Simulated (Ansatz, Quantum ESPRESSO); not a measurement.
# Lattice dynamics of RbCaH3 (Pm-3m) in two programs, part 4 of 4

How does RbCaH3 (Pm-3m) vibrate, and is this structure a minimum?

Quantum ESPRESSO 7.5; DFT LDA, scalar-relativistic, plane waves, GBRV ultrasoft pseudopotentials.

So far. Step 9 (Modes with the sum rule): The rule also moves an optical mode by 0.3 cm⁻¹. Step 12 (Modes along a direction of q (1 0 0)): The field moves 3 modes; the highest of them now lies at 1293 cm⁻¹, where the highest that moved away lay at 1210.

## (14) A second program

The same cell goes through another code, with its own cutoff. The potentials differ. Its k mesh is centred on Γ.

This step: DFT LDA, scalar-relativistic, plane waves, PseudoDojo norm-conserving pseudopotentials (Ansatz 0.2.0).

Contents of input.yaml:

```yaml
crystal:
  lattice:
    - [4.3969175627, 0.0, 0.0]
    - [0.0, 4.3969175627, 0.0]
    - [0.0, 0.0, 4.3969175627]
  atoms:
    - { symbol: Rb, position: [0.0, 0.0, 0.0] }
    - { symbol: Ca, position: [0.5, 0.5, 0.5] }
    - { symbol: H, position: [0.0, 0.5, 0.5] }
    - { symbol: H, position: [0.5, 0.0, 0.5] }
    - { symbol: H, position: [0.5, 0.5, 0.0] }
kpoints:
  mp_grid: { grid: [4, 4, 4] }
hamiltonian:
  xc: lda
  pseudopotentials: { kind: nc, accuracy: standard }
scf:
  occupations: { method: fixed }
output:
  eigenvalues: true
phonons:
  method: dfpt
  dielectric: true
  rigid_motions: translations
  qmesh: [2, 2, 2]
  temperatures: { t_max: 1000, t_step: 50 }
  qpath:
    path:
      - [[0.0, 0.0, 0.0], [0.0, 0.5, 0.0], [0.5, 0.5, 0.0], [0.0, 0.0, 0.0], [0.5, 0.5, 0.5], [0.0, 0.5, 0.0]]
      - [[0.5, 0.5, 0.5], [0.5, 0.5, 0.0]]
    npoints: 12
```

Run with:

```sh
ansatz run input.yaml --threads 4 --pin off --max-ram 8192MiB --backend cpu --events-out ev --progress --plain --runs-dir out
```

Log:

```text
Engine: ansatz 0.2.0, aarch64-unknown-linux-gnu
Pseudopotentials: kind: nc
Pseudopotential: Rb, nc, valence charge 9, recommended cutoff 571.439111 eV (normal), Rb.nc.azcp (PseudoDojo's, or run here from an input of PseudoDojo's; its table is named by hamiltonian.pseudopotentials.accuracy)
Pseudopotential: Ca, nc, valence charge 10, recommended cutoff 979.609905 eV (normal), Ca.nc.azcp (PseudoDojo's, or run here from an input of PseudoDojo's; its table is named by hamiltonian.pseudopotentials.accuracy)
Pseudopotential: H, nc, valence charge 1, recommended cutoff 1006.821291 eV (normal), H.nc.azcp (PseudoDojo's, or run here from an input of PseudoDojo's; its table is named by hamiltonian.pseudopotentials.accuracy)
Functional definition: SPW92
  exchange = slater_x
  correlation = pw_c
Crystal: 5 atoms, lattice volume = 85.005 Å³
Basis set: ecut = 1006.821291 eV, 6187 PW (Γ), exchange–correlation on 96×96×96 points (8 copies of the dense FFT grid, shifted against one another)
Bands: 16, of which v1, the nominal top of the filled ones, is band 11 counted from 1 (10 counted from 0)
Symmetry: 48 space group operations
k-points: 30 of 64 (irreducible under 2 space group operations, time reversal used)
Non-local potential: Rb, projectors of the file, l = 0: 2, l = 1: 2, l = 2: 2
Non-local potential: Ca, projectors of the file, l = 0: 2, l = 1: 2, l = 2: 2
Non-local potential: H, projectors of the file, l = 0: 2, l = 1: 1
Initial density: superposition of atomic densities (chi_scale 0.1, normalization cell, long waves kept (reshape's long-wave potential 0.00 eV rms))
Initial wavefunctions: pseudopotential atomic-orbital guess
Functional: x = slater, c = lda
SCF iter   1: F=—  HF=-1840.145327 eV  |F-HF|=—  |Δ(HF+E_count)|=         —  Δρ=5.44e-2  dr2=3.00e0  ethr=3.10e-3  ⟨swp⟩=6.6  Hψ=2849  notcnv=0  defer=74
preconditioner: auto → Resta (q_TF=auto, 2.178 Å⁻¹)  ε∞=2.8  [insulator: Δε(μ)=3.867 eV  Ē_g=10.275 eV  n_scr=18 (ndim 8)  ℏωp=14.0 eV  f_vac=0.000  ε∞_Penn≈2.8]
SCF iter   2: F=—  HF=-1839.249950 eV  |F-HF|=—  |Δ(HF+E_count)|=   8.95e-1  Δρ=2.26e-2  dr2=6.45e-1  ethr=3.10e-3  ⟨swp⟩=2.4  Hψ=908  notcnv=0  defer=78
SCF iter   3: F=—  HF=-1839.018874 eV  |F-HF|=—  |Δ(HF+E_count)|=   2.31e-1  Δρ=3.90e-3  dr2=1.10e-2  ethr=2.93e-3  ⟨swp⟩=3.1  Hψ=964  notcnv=0  defer=68
SCF iter   4: F=—  HF=-1839.018203 eV  |F-HF|=—  |Δ(HF+E_count)|=   6.71e-4  Δρ=8.77e-4  dr2=6.68e-4  ethr=4.99e-5  ⟨swp⟩=3.9  Hψ=982  notcnv=0  defer=82
SCF iter   5: F=—  HF=-1839.018004 eV  |F-HF|=—  |Δ(HF+E_count)|=   1.99e-4  Δρ=1.77e-4  dr2=2.21e-5  ethr=3.04e-6  ⟨swp⟩=3.9  Hψ=950  notcnv=0  defer=80
SCF iter   6: F=—  HF=-1839.018002 eV  |F-HF|=—  |Δ(HF+E_count)|=   1.83e-6  Δρ=3.70e-5  dr2=8.79e-7  ethr=1.01e-7  ⟨swp⟩=2.8  Hψ=795  notcnv=0  defer=76
SCF iter   7: F=—  HF=-1839.017980 eV  |F-HF|=—  |Δ(HF+E_count)|=   2.13e-5  Δρ=5.56e-6  dr2=1.95e-8  ethr=4.00e-9  ⟨swp⟩=2.1  Hψ=662  notcnv=0  defer=76
SCF iter   8: F=—  HF=-1839.017980 eV  |F-HF|=—  |Δ(HF+E_count)|=   1.15e-8  Δρ=6.88e-7  dr2=2.46e-10  ethr=8.85e-11  ⟨swp⟩=2.5  Hψ=739  notcnv=0  defer=76
SCF iter   9: F=-1839.017980 eV  HF=-1839.017980 eV  |F-HF|=4.55e-13  |Δ(HF+E_count)|=  3.04e-10  Δρ=7.01e-8  dr2=3.04e-12  ethr=1.00e-12  ⟨swp⟩=19.1  Hψ=4990  notcnv=0
SCF 1 converged in 9 iterations: F = -1839.017980 eV  dr2 = 3.04e-12
DFPT response loops at Γ: preconditioner auto → none (the input reference at scf.mixing.eps_inf says where Resta's filter doesn't serve); β = 0.50; Broyden in place of MSR1
── the response to a field inside a basis, on 4×4×4 k-points: an SCF that follows is theirs, and a resumed run solves both again ──
Bands: 12, of which v1, the nominal top of the filled ones, is band 11 counted from 1 (10 counted from 0)
k-points: 4 of 64
Initial density: handed on by an earlier stage of this run
Initial wavefunctions: pseudopotential atomic-orbital guess (no wavefunctions were taken with the density)
Eigensolver: Dense (4 Hₖ)
SCF iter   1: F=—  HF=-1839.015765 eV  |F-HF|=—  |Δ(HF+E_count)|=         —  Δρ=9.00e-5  dr2=1.15e-6  ethr=1.00e-1
preconditioner: auto → Resta (q_TF=auto, 2.178 Å⁻¹)  ε∞=3.2  [insulator: Δε(μ)=3.566 eV  Ē_g=9.303 eV  n_scr=18 (ndim 8)  ℏωp=14.0 eV  f_vac=0.000  ε∞_Penn≈3.2]
SCF iter   2: F=—  HF=-1839.015766 eV  |F-HF|=—  |Δ(HF+E_count)|=   9.83e-7  Δρ=4.68e-5  dr2=3.39e-7  ethr=5.21e-9
SCF iter   3: F=-1839.015767 eV  HF=-1839.015767 eV  |F-HF|=4.49e-10  |Δ(HF+E_count)|=   3.95e-7  Δρ=1.89e-6  dr2=2.00e-9  ethr=1.54e-9
SCF 1 converged in 3 iterations: F = -1839.015767 eV  dr2 = 2.00e-9
DFPT response loops at Γ: mixed as the last ones told, above
WARN: field response: ε∞ stands inside a basis, on 4×4×4 points; the force constants stand on the 4×4×4 k-mesh, whose period is 13.37 times the interband length at k = (0.0000, -0.5000, -0.5000), direct gap 2.829 eV, under 14: take them and everything formed from them as unconverged, and compare with a denser kpoints.mp_grid
NSCF: frozen V_eff on 10 k-points
NSCF: frozen V_eff on 54 k-points
DFPT response loops at q = (0, 0, -0.5) (fractional): preconditioner auto → Resta (q_TF=auto, 2.178 Å⁻¹)  ε∞=4.6 (no band partly filled); β = 1.00, the filter's whole step (`scf.mixing.beta` (0.50) is not read by the response loops at its default; to damp them type it under 1.00, their step now; it binds the ground state too); Broyden in place of MSR1
NSCF: frozen V_eff on 54 k-points
DFPT response loops at q = (0, -0.5, -0.5) (fractional): mixed as the last ones told, above
NSCF: frozen V_eff on 54 k-points
DFPT response loops at q = (-0.5, -0.5, -0.5) (fractional): preconditioner auto → none (the input reference at scf.mixing.eps_inf says where Resta's filter doesn't serve); β = 0.50; Broyden in place of MSR1
SCF converged after 9 iterations
Free energy (F): -1839.017980 eV
Harris-Foulkes:  -1839.017980 eV  (|F-HF|=4.55e-13)
Internal energy: -1839.017980 eV  (E = F + TS)
E sigma→0 (E₀):  -1839.017980 eV
Fermi energy:    2.662221 eV
--- Per-component energies (eV) ---
  E_band       = -244.336609
  E_kinetic    = 603.820177
  E_local      = -1301.265049  (includes V_loc(G=0)·N_el)
  E_nonlocal   = 46.173613
  E_hartree    = 387.476378
  E_xc         = -417.337523
  E_vxc        = -368.018135  (∫ρ·V_xc dr)
  E_ewald      = -1157.885577
  E_smearing   = -0.000000  (= −TS)
  E_closure    = -0.000000  (closes the sum)
  Σ components = -1839.017980   (vs F -1839.017980, Δ=0.00e0)
--- Band table (eV; the first three rows and the last of 30) ---
  k-point 0: bands = [... 7 lower, -6.6152, -0.4274, 2.0595, 2.0595, 8.6919, 8.6919, 8.6919, 10.0595, ... 1 higher]
  k-point 1: bands = [... 7 lower, -6.6069, 0.1316, 2.1314, 2.1964, 8.4115, 8.4115, 8.8569, 8.8656, ... 1 higher]
  k-point 2: bands = [... 7 lower, -6.5986, 1.0326, 1.8049, 2.3490, 8.1947, 8.1947, 8.2735, 8.9300, ... 1 higher]
  k-point 29: bands = [... 7 lower, -6.7902, 2.3622, 2.3622, 2.3622, 6.9514, 6.9514, 6.9514, 8.5843, ... 1 higher]
--- Phonons (Γ-DFPT): 4 representative perturbations + reference, on 30 of 64 k-points (Σ response iterations 12) ---
  k mesh reduced under 2 symmetry operations, with k and −k counted as one. Each operation leaves every solved perturbation unchanged. A smaller set is not considered because the run solves the response to a homogeneous field
  ASR residual: 1.315e-4 → 0.000e0 eV/Å²; symmetrization residual: 5.436e-7 eV/Å²
  ASR residual per site (eV/Å²): 5.43e-6 1.31e-4 2.05e-5 2.05e-5 2.05e-5
  Γ frequencies (cm⁻¹): 0.00 0.00 0.00 108.25 108.25 108.25 347.95 347.95 347.95 404.55 404.55 404.55 1207.12 1207.12 1207.12
  ε∞ (high-frequency dielectric tensor):
        3.454901     0.000000     0.000000
        0.000000     3.454901     0.000000
        0.000000     0.000000     3.454901
  ε⁰ (static dielectric tensor: ions relaxed, cell fixed):
       11.924653     0.000000     0.000000
        0.000000    11.924653    -0.000000
        0.000000    -0.000000    11.924653
  ε⁰ − ε∞ (ionic part):
        8.469752     0.000000     0.000000
        0.000000     8.469752    -0.000000
        0.000000    -0.000000     8.469752
  softest optical mode at Γ: 108.25 cm⁻¹; the repairs (sum rule, projections) moved no ω² at Γ by more than (2.78 cm⁻¹)²
  Born effective charges Z* (e; rows j = field, columns β = displacement):
    site 0:
         1.08793    0.00000    0.00000
        -0.00000    1.08793    0.00000
        -0.00000    0.00000    1.08793
    site 1:
         1.73662   -0.00000    0.00000
        -0.00000    1.73662    0.00000
         0.00000    0.00000    1.73662
    site 2:
        -1.06846   -0.00000    0.00000
         0.00000   -0.87805    0.00000
        -0.00000    0.00000   -0.87805
    site 3:
        -0.87805    0.00000    0.00000
         0.00000   -1.06846    0.00000
        -0.00000    0.00000   -0.87805
    site 4:
        -0.87805    0.00000    0.00000
         0.00000   -0.87805    0.00000
        -0.00000    0.00000   -1.06846
  Z* charge neutrality: 8.925e-4 e pre-enforcement
  solved inside a basis spanned on kpoints, on 4×4×4 k-points, its susceptibility summed on 8×8×8: ε∞ is read to err by 8.3e-3, Z* by 1.1e-2 e (field_mesh: kpoints solves on kpoints); Z* is corrected for what the basis lacks
  optical modes at Γ without the LO–TO term, one row a degenerate level:
      ω (cm⁻¹)  modes    IR ((D/Å)²/amu)
        108.25      3             2.9274
        347.95      3             0.0000
        404.55      3           116.9238
       1207.12      3            70.5756
  optical modes at Γ + LO–TO along q̂ = [1.0000, 0.0000, 0.0000]:
      ω (cm⁻¹)  modes    IR ((D/Å)²/amu)
        108.25      2             1.9516
        118.62      1             0.1066
        347.95      3             0.0000
        404.55      2            77.9492
        640.90      1            28.4700
       1207.12      2            47.0504
       1291.77      1            34.8990
  optical modes at Γ + LO–TO along q̂ = [0.0000, 1.0000, 0.0000]:
      ω (cm⁻¹)  modes    IR ((D/Å)²/amu)
        108.25      2             1.9516
        118.62      1             0.1066
        347.95      3             0.0000
        404.55      2            77.9492
        640.90      1            28.4700
       1207.12      2            47.0504
       1291.77      1            34.8990
  optical modes at Γ + LO–TO along q̂ = [0.0000, 0.0000, 1.0000]:
      ω (cm⁻¹)  modes    IR ((D/Å)²/amu)
        108.25      2             1.9516
        118.62      1             0.1066
        347.95      3             0.0000
        404.55      2            77.9492
        640.90      1            28.4700
       1207.12      2            47.0504
       1291.77      1            34.8990
--- Phonons (arbitrary-q DFPT): 4 irreducible q on the 2×2×2 mesh ---
  q = [0.0000, 0.0000, 0.0000] (star 1, of the zone-centre solve; hermiticity 1.21e-7, symmetrization 5.15e-8): -0.00 0.00 0.00 108.25 108.25 108.25 347.95 347.95 347.95 404.55 404.55 404.55 1207.12 1207.12 1207.12
  q = [0.0000, 0.0000, -0.5000] (star 3, 9 solved perturbations in 216 linear systems a pass and spin channel, the states on 27 of 64 k-point pairs; hermiticity 1.12e-7, symmetrization 2.04e-13): 61.82 61.82 86.85 106.96 106.96 194.05 404.89 404.89 421.76 428.48 428.48 669.21 1206.44 1206.44 1314.62
  q = [0.0000, -0.5000, -0.5000] (star 3, 9 solved perturbations in 216 linear systems a pass and spin channel, the states on 27 of 64 k-point pairs; hermiticity 1.60e-7, symmetrization 6.20e-14): 59.94 64.33 64.33 126.04 196.23 203.15 203.15 451.46 451.46 462.78 462.78 674.44 1205.47 1223.22 1348.12
  q = [-0.5000, -0.5000, -0.5000] (star 1, 4 solved perturbations in 81 linear systems a pass and spin channel, the states on 27 of 64 k-point pairs; hermiticity 7.59e-8, symmetrization 4.66e-13): 68.63 68.63 68.63 146.92 146.92 146.92 221.55 221.55 221.55 602.85 602.85 602.85 1223.19 1223.19 1366.27
  sum rule: each row above includes the acoustic sum rule's correction from the zone centre's row sums; it moved no ω² by more than (2.35 cm⁻¹)²
  mesh force constants: q→R imaginary residual 8.22e-18; ASR residual 1.315e-4 → 0.000e0 eV/Å²; symmetrization residual 3.553e-15 eV/Å²
  interpolated dispersion: 75 rows × 15 modes
  density of states and harmonic sums: on the 14×14×14 q-mesh, interpolated from the force constants of a 2×2×2 supercell (with the dipole–dipole term)
  largest difference from the sums on the solved wave vectors: F 6.10e-2 eV, S 9.40e-5 and C_V 3.15e-5 eV/K
  zero-point energy: 0.439236 eV/cell   skipped modes (ω ≤ 0): 3   left out of the sums: 7.29e-5 of the cell's modes: C_V's classical limit lies that fraction below 3 k_B per atom; for a crystal, a wire or a layer, F and S can be off by more, and a phonons.interpolated_qmesh denser along its periods is the remedy for the sampling
```

The job ended after 68 s (4 threads of Arm Neoverse V2, shared host; peak memory 0.9 GiB).

This step gave:

```yaml
gap_on_the_k_mesh: 2.829 eV
sum_rule_residual_before_enforcement: 1.31e-4 eV/Å²
miss_of_the_charge_sum_rule: 8.92e-4 e
estimated_error_of_the_dielectric_tensor: 0.008276
estimated_error_of_the_born_charges: 0.01071 e
mean_frequency: 472.4 cm⁻¹
debye_temperature_second_moment: 1182 K
logarithmic_mean_frequency: 294.5 cm⁻¹
highest_optical_zone_centre_mode_no_lo_to_term: 1207 cm⁻¹
lowest_optical_zone_centre_mode: 108.2 cm⁻¹
mean_high_frequency_dielectric_constant: 3.455
largest_born_charge_in_size_third_of_the_trace: 1.737 e
mean_static_dielectric_constant: 11.92
highest_mode_moved_by_the_lo_to_term: 1292 cm⁻¹
```

Transverse modes. Lines of the infrared spectrum (strongest = 100):

| position (cm⁻¹) | label | IR intensity ((D/Å)²/amu), degenerate modes summed, relative |
| --- | --- | --- |
| 108 | T1u | 2.5 |
| 348 | T2u | 0.0 |
| 404 | T1u | 100 |
| 1207 | T1u | 60 |

The log warns that the force constants on this k mesh are to be taken as unconverged.

## (15) Side by side: QE GBRV and Ansatz, PseudoDojo

Worked out from the results:

```yaml
root_mean_square_difference: 1.39 cm⁻¹
largest_difference: 2.59 cm⁻¹
root_mean_square_difference_on_the_path: 1.2 cm⁻¹
largest_difference_on_the_path: 2.5 cm⁻¹
```

The 12 of 57 modes that differ most. Frequencies side by side:

| q (reciprocal lattice) | mode | QE GBRV (cm⁻¹) | Ansatz, PseudoDojo (cm⁻¹) |
| --- | --- | --- | --- |
| 0 0 0 | 13 | 1210 | 1207 |
| 0 0 0 | 14 | 1210 | 1207 |
| 0 0 0 | 15 | 1210 | 1207 |
| 0 0 -0.5 | 13 | 1209 | 1206 |
| 0 0 -0.5 | 14 | 1209 | 1206 |
| 0 -0.5 -0.5 | 13 | 1208 | 1205 |
| 0 -0.5 -0.5 | 14 | 1225 | 1223 |
| -0.5 -0.5 -0.5 | 4 | 144.3 | 146.9 |
| -0.5 -0.5 -0.5 | 5 | 144.3 | 146.9 |
| -0.5 -0.5 -0.5 | 6 | 144.3 | 146.9 |
| -0.5 -0.5 -0.5 | 13 | 1225 | 1223 |
| -0.5 -0.5 -0.5 | 14 | 1225 | 1223 |

The two runs side by side. Further quantities:

| quantity | QE GBRV | Ansatz, PseudoDojo |
| --- | --- | --- |
| mean ε∞ | 3.478 | 3.455 |
| largest Born charge in size (e; the first before, the second after the charge sum rule) | 1.74 | 1.737 |

The interpolated bands of the two lie on top of each other.

At the solved wavevectors the largest difference (acoustic modes at Γ apart) is 0.2 % of the highest mode.

## (16) What came out

* space group after relaxation: Pm-3m
* volume per atom: 17.0 Å³
* gap on the k-mesh: 2.83 eV
* highest optical zone-centre mode (no LO-TO term): 1210 cm⁻¹
* lowest optical zone-centre mode: 108.2 cm⁻¹
* highest mode moved by the LO-TO term: 1293 cm⁻¹
* mean high-frequency dielectric constant: 3.48
* largest Born charge in size (third of the trace): 1.74 e
* mean static dielectric constant: 12.0
* q mesh: 2×2×2
* lowest mode on the q mesh (acoustic ones at the zone centre apart): 59.6 cm⁻¹
* zero-point energy per atom: 88.5 meV
* heat capacity at 300 K: 17.0 J/(mol atoms K)
* vibrational entropy at 300 K: 22.1 J/(mol atoms K)
* imaginary modes on the q mesh: none
* largest difference from Ansatz, PseudoDojo: 2.59 cm⁻¹

What this shows: RbCaH3 (Pm-3m) is dynamically stable on the 2×2×2 mesh; its spectrum reaches 1368 cm⁻¹. At the LDA level the optical modes of RbCaH3 (Pm-3m) at the zone centre (no LO-TO term) run from 108 to 1210 cm⁻¹. Along the directions run, the highest mode that the macroscopic field moves lies at 1293 cm⁻¹. Lattice motion raises the mean dielectric constant from 3.478 to 12.04. Of the 12 optical modes, 9 are infrared active alone and 3 are silent. QE GBRV and Ansatz, PseudoDojo differ by 1.4 cm⁻¹ in the root mean square and by 2.6 cm⁻¹ at most, 0.2 % of the highest mode compared (acoustic modes at Γ left out; ph.x's values are those before the sum rule); the two use different potentials, and the cell was not relaxed for the second set. These are harmonic frequencies at zero temperature: anharmonic shifts and linewidths and thermal expansion are left out. The LDA runs differ in the fit of the correlation energy, Perdew-Zunger in some and Perdew-Wang in others. Ansatz's log warns that force constants on this k mesh are to be taken as unconverged, an error that the frequencies of both programs share. The q mesh stands for a supercell only 8.8 Å across, so branches between the solved wavevectors are rough.

[Host names and launcher messages were left out of these logs when they were recorded.]

[Logs are printed without paths, hosts, clocks, repeated set-up lines and the standing remarks that a program may print on its own settings, such as how far it seeks lower states.]

[Hosts, paths, dates, database ids (printed as entryN), source tags and the programs' standing remarks are cut or masked in the printed files.]
